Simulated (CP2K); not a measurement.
4-aminopyridine has these distinct N atoms: N1 (bonded to C and 2 H) and N5 (bonded to 2 C).

```xyz
13

N     2.0607   -0.2319    0.3595
C     0.7052   -0.0786    0.1222
C    -0.0212    0.9988    0.6643
C    -1.3949    1.0690    0.4452
N    -2.1071    0.1703   -0.2627
C    -1.3972   -0.8526   -0.7791
C    -0.0238   -1.0249   -0.6229
H     2.5751   -0.8425   -0.2659
H     2.5769    0.5917    0.6490
H     0.4807    1.7677    1.2533
H    -1.9639    1.9025    0.8661
H    -1.9670   -1.5853   -1.3572
H     0.4766   -1.8841   -1.0719
```

Their partial N K spectra (CP2K XAS_TDP, all-electron GAPW, PBEh(45%), aug-cc-pVDZ, TDA, GW2X-corrected core level, no relativity) are given in random order, each times the number of alike atoms.

Gaussian full width 0.5 eV, oscillator strength per eV, alike atoms added, rows of zeros left out:

| E (eV) | curve 1 | curve 2 |
| --- | --- | --- |
| 399.25 | 0.000 | 0.002 |
| 399.50 | 0.000 | 0.024 |
| 399.75 | 0.000 | 0.083 |
| 400.00 | 0.000 | 0.071 |
| 400.25 | 0.000 | 0.015 |
| 400.50 | 0.000 | 0.001 |
| 403.00 | 0.001 | 0.000 |
| 403.25 | 0.010 | 0.000 |
| 403.50 | 0.031 | 0.001 |
| 403.75 | 0.031 | 0.002 |
| 404.00 | 0.022 | 0.001 |
| 404.25 | 0.041 | 0.001 |
| 404.50 | 0.031 | 0.003 |
| 404.75 | 0.011 | 0.003 |
| 405.00 | 0.004 | 0.002 |
| 405.25 | 0.001 | 0.006 |
| 405.50 | 0.002 | 0.009 |
| 405.75 | 0.010 | 0.004 |
| 406.00 | 0.030 | 0.005 |
| 406.25 | 0.032 | 0.008 |
| 406.50 | 0.020 | 0.017 |
| 406.75 | 0.013 | 0.029 |
| 407.00 | 0.008 | 0.023 |
| 407.25 | 0.008 | 0.010 |
| 407.50 | 0.013 | 0.003 |
| 407.75 | 0.009 | 0.004 |
| 408.00 | 0.009 | 0.013 |
| 408.25 | 0.011 | 0.035 |
| 408.50 | 0.011 | 0.043 |

Q: Which curve belongs to which atom?

Curve 1: N1 (bonded to C and 2 H), leading line at 403.67 eV (f = 0.013 an atom), ionisation energy 406.49 eV, term value 2.82 eV. Curve 2: N5 (bonded to 2 C), leading line at 399.85 eV (f = 0.049 an atom), ionisation energy 404.79 eV, term value 4.94 eV. The leading line of an atom is its first one with 35 % of the strongest within 2.5 eV of its lowest line over the strength cut. A line lies at the core ionisation energy, which rises as an atom loses charge to its neighbours or to a π system, less the term value, which is large for a low π* or σ* orbital with weight on that atom.

[Banner, clock and machine lines of the logs are left out without a mark of their own.]

[Logs are printed without paths, hosts, clocks, repeated set-up lines and the standing remarks that a program may print on its own settings, such as how far it seeks lower states.]

[Hosts, paths, dates, database ids (printed as entryN), source tags and the programs' standing remarks are cut or masked in the printed files.]
